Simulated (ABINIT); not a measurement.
# Te2Mo (P6_3/mmc): G0W0 in ABINIT against the wavefunction cutoff in GW, part 2 of 2

Aim: move the wavefunction cutoff in GW of a G0W0 run on Te2Mo (P6_3/mmc) over a wide range.

ABINIT 10.8.3; PBE and many-body steps on it, plane waves. Known limits of the many-body steps: not at the basis limit; exchange with frozen shells missing; no spin-orbit coupling; coarse k mesh.

So far. Step 2 (Screening, 3×3×1 mesh, 132 bands, screening to 106.1 eV): Local fields lower ε∞ by 11 %. On a Γ-centred mesh this coarse the value itself is usually too large, while a short band sum pulls it down. Step 5 (18 Ha): The gap on the mesh goes from 0.96 eV to 1.54 eV, a correction of +0.58 eV.

## Step 6: Screening, 3×3×1 mesh, 132 bands, screening to 106.1 eV

This step: RPA screening on PBE, plane waves, norm-conserving pseudopotentials.

run.abi

```
acell 3*1.0 Angstrom
rprim 
  3.518200000003 -0.000000000001 0.000000000000
  -1.759100000001 3.046850575598 0.000000000000
  0.000000000000 0.000000000000 13.973600000000
ntypat 2
znucl 52 42
natom 6
typat 1 1 1 1 2 2
xred 
  0.333333333333 0.666666666667 0.621000000000
  0.666666666667 0.333333333333 0.121000000000
  0.333333333333 0.666666666667 0.879000000000
  0.666666666667 0.333333333333 0.379000000000
  0.333333333333 0.666666666667 0.250000000000
  0.666666666667 0.333333333333 0.750000000000
pp_dirpath "pseudos"
pseudos "Te.upf, Mo.upf"
ecut 36
ngkpt 3 3 1
nshiftk 1
shiftk 0 0 0
kptopt 1
chksymbreak 0
istwfk *1
occopt 1
irdwfk 1
optdriver 3
nband 132
ecuteps 3.9
inclvkb 2
awtr 1
symchi 1
ecutwfn 27
indata_prefix "in"
outdata_prefix "out"
tmpdata_prefix "tmp"
```

Command:

```console
$ OMP_NUM_THREADS=1 mpirun -n 8 abinit run.abi > log
```

The log of the run:

```text
.Version 10.8.3 of ABINIT. v10.8.2 released Aug 2026.

 Symmetries : space group P6_3/m m c (#194); Bravais hP (primitive hexag.)
[... echo of the input left out ...]
== DATASET  1 ==================================================================
-   mpi_nproc: 8, omp_nthreads: 1 (-1 if OMP is not activated)

--- !DatasetInfo
iteration_state: {dtset: 1, }
dimensions: {natom: 6, nkpt: 3, mband: 132, nsppol: 1, nspinor: 1, nspden: 1, mpw: 6823, }
cutoff_energies: {ecut:  27.0, pawecutdg:  -1.0, }
[...]
--------------------------------------------------------------------------------
[... chi0 elements left out ...]
 For q-point:  0.000010 0.000020 0.000030
  dielectric constant =  20.4804
  dielectric constant without local fields =  23.0719

  Average fulfillment of the sum rule on Im[epsilon] for q-point    1 :     56.13  [%]
[... wings left out ...]
  q-point number  2        q = ( 0.333333, 0.000000, 0.000000) [r.l.u.]
--------------------------------------------------------------------------------
[... chi0 elements left out ...]
  Average fulfillment of the sum rule on Im[epsilon] for q-point    2 :     51.62  [%]

 [... 1 further q-points ...]
```

Elapsed: 36 s, on 8 MPI ranks of Intel Xeon Platinum 8488C (Sapphire Rapids), shared host; peak memory 1.9 GiB.

This step gave:

```yaml
eps_infinity_with_local_fields_on_this_mesh_along_the_program_s_q_direction: 20.48
the_same_without_local_fields: 23.07
plasma_frequency: 29.10 eV
plane_waves_in_the_screening_matrix: 341
```

## Step 7: 27 Ha

This step: G0W0 on PBE, plane waves, norm-conserving pseudopotentials.

run.abi, as its differences from that of step 6:

```diff
@@ -27,8 +27,17 @@
 irdwfk 1
-optdriver 3
+optdriver 4
 nband 132
+gwcalctyp 0
+ecutsigx 27
+symsigma 1
+nkptgw 2
+kptgw 
+  0.0000000000 0.0000000000 0.0000000000
+  0.3333333333 0.3333333333 0.0000000000
+bdgw 
+  45 48
+  45 48
 ecuteps 3.9
-inclvkb 2
-awtr 1
-symchi 1
+irdscr 1
+ppmodel 1
 ecutwfn 27
```

The log of the run:

```text
.Version 10.8.3 of ABINIT. v10.8.2 released Aug 2026.

 Symmetries : space group P6_3/m m c (#194); Bravais hP (primitive hexag.)
[... echo of the input left out ...]
== DATASET  1 ==================================================================
-   mpi_nproc: 8, omp_nthreads: 1 (-1 if OMP is not activated)

--- !DatasetInfo
iteration_state: {dtset: 1, }
dimensions: {natom: 6, nkpt: 3, mband: 132, nsppol: 1, nspinor: 1, nspden: 1, mpw: 6823, }
cutoff_energies: {ecut:  27.0, pawecutdg:  -1.0, }
[...]
Band     E0 <VxcDFT>   SigX SigC(E0)      Z dSigC/dE  Sig(E)    E-E0       E
[...]
47   8.943 -16.956 -12.266  -3.390   0.766  -0.306 -15.960   0.995   9.939
       48   8.943 -16.956 -12.266  -3.390   0.766  -0.306 -15.960   0.995   9.939

== END DATASET(S) ==============================================================
================================================================================

 -outvars: echo values of variables after computation  --------
           etotal      0.0000000000E+00
            nband         132
             nkpt           3
          spgroup         194
 [... the other variables as echoed above ...]

 Calculation completed.
```

Wall time 13 s (8 MPI ranks); peak memory 1.6 GiB.

Numbers from this step:

```yaml
g0w0_gap_on_the_points_computed: 1.526 eV
starting_gap_on_the_mesh: 0.9565 eV
k_of_the_valence_top: 0, 0, 0
k_of_the_conduction_bottom: 0.3333, 0.3333, 0
least_direct_g0w0_gap_on_the_computed_points: 1.563 eV
```

Against the run before, the gap moves by −0.010 eV.

## Step 8: Screening, 3×3×1 mesh, 132 bands, screening to 106.1 eV

This step: RPA screening on PBE, plane waves, norm-conserving pseudopotentials.

run.abi, as its differences from that of step 7:

```diff
@@ -27,18 +27,8 @@
 irdwfk 1
-optdriver 4
+optdriver 3
 nband 132
-gwcalctyp 0
-ecutsigx 27
-symsigma 1
-nkptgw 2
-kptgw 
-  0.0000000000 0.0000000000 0.0000000000
-  0.3333333333 0.3333333333 0.0000000000
-bdgw 
-  45 48
-  45 48
 ecuteps 3.9
-irdscr 1
-ppmodel 1
-ecutwfn 27
+inclvkb 2
+awtr 1
+symchi 1
 indata_prefix "in"
```

The log of the run:

```text
.Version 10.8.3 of ABINIT. v10.8.2 released Aug 2026.

 Symmetries : space group P6_3/m m c (#194); Bravais hP (primitive hexag.)
[... echo of the input left out ...]
== DATASET  1 ==================================================================
-   mpi_nproc: 8, omp_nthreads: 1 (-1 if OMP is not activated)

--- !DatasetInfo
iteration_state: {dtset: 1, }
dimensions: {natom: 6, nkpt: 3, mband: 132, nsppol: 1, nspinor: 1, nspden: 1, mpw: 10515, }
cutoff_energies: {ecut:  36.0, pawecutdg:  -1.0, }
[...]
--------------------------------------------------------------------------------
[... chi0 elements left out ...]
 For q-point:  0.000010 0.000020 0.000030
  dielectric constant =  20.4753
  dielectric constant without local fields =  23.0659

  Average fulfillment of the sum rule on Im[epsilon] for q-point    1 :     56.13  [%]
[... wings left out ...]
  q-point number  2        q = ( 0.333333, 0.000000, 0.000000) [r.l.u.]
--------------------------------------------------------------------------------
[... chi0 elements left out ...]
  Average fulfillment of the sum rule on Im[epsilon] for q-point    2 :     51.63  [%]

 [... 1 further q-points ...]
```

Elapsed: 57 s, on 8 MPI ranks; peak memory 2.6 GiB.

Numbers from this step:

* ε∞ with local fields, on this mesh, along the program's q direction: 20.48
* the same without local fields: 23.07
* plasma frequency: 29.10 eV
* plane waves in the screening matrix: 341

## Step 9: 36 Ha

This step: G0W0 on PBE, plane waves, norm-conserving pseudopotentials.

run.abi, as its differences from that of step 8:

```diff
@@ -27,8 +27,17 @@
 irdwfk 1
-optdriver 3
+optdriver 4
 nband 132
+gwcalctyp 0
+ecutsigx 36
+symsigma 1
+nkptgw 2
+kptgw 
+  0.0000000000 0.0000000000 0.0000000000
+  0.3333333333 0.3333333333 0.0000000000
+bdgw 
+  45 48
+  45 48
 ecuteps 3.9
-inclvkb 2
-awtr 1
-symchi 1
+irdscr 1
+ppmodel 1
 indata_prefix "in"
```

The log of the run:

```text
.Version 10.8.3 of ABINIT. v10.8.2 released Aug 2026.

 Symmetries : space group P6_3/m m c (#194); Bravais hP (primitive hexag.)
[... echo of the input left out ...]
== DATASET  1 ==================================================================
-   mpi_nproc: 8, omp_nthreads: 1 (-1 if OMP is not activated)

--- !DatasetInfo
iteration_state: {dtset: 1, }
dimensions: {natom: 6, nkpt: 3, mband: 132, nsppol: 1, nspinor: 1, nspden: 1, mpw: 10515, }
cutoff_energies: {ecut:  36.0, pawecutdg:  -1.0, }
[...]
Band     E0 <VxcDFT>   SigX SigC(E0)      Z dSigC/dE  Sig(E)    E-E0       E
[...]
47   8.943 -16.955 -12.267  -3.390   0.766  -0.306 -15.961   0.994   9.937
       48   8.943 -16.955 -12.267  -3.390   0.766  -0.306 -15.961   0.994   9.937

== END DATASET(S) ==============================================================
================================================================================

 -outvars: echo values of variables after computation  --------
           etotal      0.0000000000E+00
            nband         132
             nkpt           3
          spgroup         194
 [... the other variables as echoed above ...]

 Calculation completed.
```

The job ended after 10 s (8 MPI ranks; peak memory 1.8 GiB; 77 s of CPU time).

Numbers from this step:

```yaml
g0w0_gap_on_the_points_computed: 1.526 eV
starting_gap_on_the_mesh: 0.9565 eV
k_of_the_valence_top: 0, 0, 0
k_of_the_conduction_bottom: 0.3333, 0.3333, 0
least_direct_g0w0_gap_on_the_computed_points: 1.562 eV
```

Against the run before, the gap moves by +0.000 eV.

## Step 10: The runs together

Times are wall times on 8 MPI ranks of Intel Xeon Platinum 8488C (Sapphire Rapids), shared host, good to a factor of about two. A run's time includes the screening step that it read.

| run | mesh | bands | screening cutoff (eV) | DFT gap (eV) | gap on the mesh (eV) | direct (eV) | ε∞ used | time |
| --- | --- | --- | --- | --- | --- | --- | --- | --- |
| 10.8 Ha | 3×3×1 | 132 | 106.1 | 0.956 | 1.568 | 1.568 | 20.54 | 24 s |
| 18 Ha | 3×3×1 | 132 | 106.1 | 0.956 | 1.536 | 1.566 | 20.56 | 37 s |
| 27 Ha | 3×3×1 | 132 | 106.1 | 0.956 | 1.526 | 1.563 | 20.48 | 49 s |
| 36 Ha | 3×3×1 | 132 | 106.1 | 0.956 | 1.526 | 1.562 | 20.48 | 67 s |

## Step 11: Outcome

| Quantity | Value |
| --- | --- |
| 10.8 Ha | 1.568 eV |
| 18 Ha | 1.536 eV |
| 27 Ha | 1.526 eV |
| 36 Ha | 1.526 eV |
| known limits | not at the basis limit; exchange with frozen shells missing; no spin-orbit coupling; coarse k mesh |

The setting moved: wavefunction cutoff in GW. From 10.8 Ha to 36 Ha the gap moves by −0.04 eV, for 2.8 times the time. It holds to 0.03 eV from 18 Ha on. Bands and screening cutoff are coupled, so a series along one setting does not show full convergence. The exchange cutoff follows the wavefunction cutoff here. Bands and cutoff are finite, so the gap is not at the basis limit. The miss can reach some tenths of an eV and take either sign; the mesh is an error of its own. In the first G0W0 run levels were corrected at 2 k points alone, so a gap called «on the mesh» is the least over those, and an edge elsewhere would be missed. The 3×3×1 mesh is coarse for this cell, which bears on the long-range parts of exchange and screening. The norm-conserving file of at least one element keeps a d shell over frozen s and p shells of the same row. Exchange with those shells is missing from the self-energy, an error of 0.3 to 0.9 eV in cases checked, whose sign depends on which edge lies on those atoms. The many-body steps are scalar-relativistic: spin-orbit coupling is not in them.

[Paths, hosts, dates, memory and timing lines, banners, echoed tables and standing remarks are left out of the program output.]

[Logs are printed without paths, hosts, clocks, repeated set-up lines and the standing remarks that a program may print on its own settings, such as how far it seeks lower states.]

[Runs of the session that timed out or met a known fault of the program may be left out.]

[No measured gap is set beside runs whose start may be inverted or whose files or cutoffs have a known fault.]

[Hosts, paths, dates, database ids (printed as entryN), source tags and the programs' standing remarks are cut or masked in the printed files.]

[G0W0 gaps are taken among the corrected bands and points alone; a level outside them can change the order at an edge.]

[Where Ansatz stands beside ABINIT at settings called matched, ABINIT's density can come from a denser mesh and the files from another edition; pairs whose starting gaps differed by over 0.03 eV were left out, so agreement reads better than it is.]
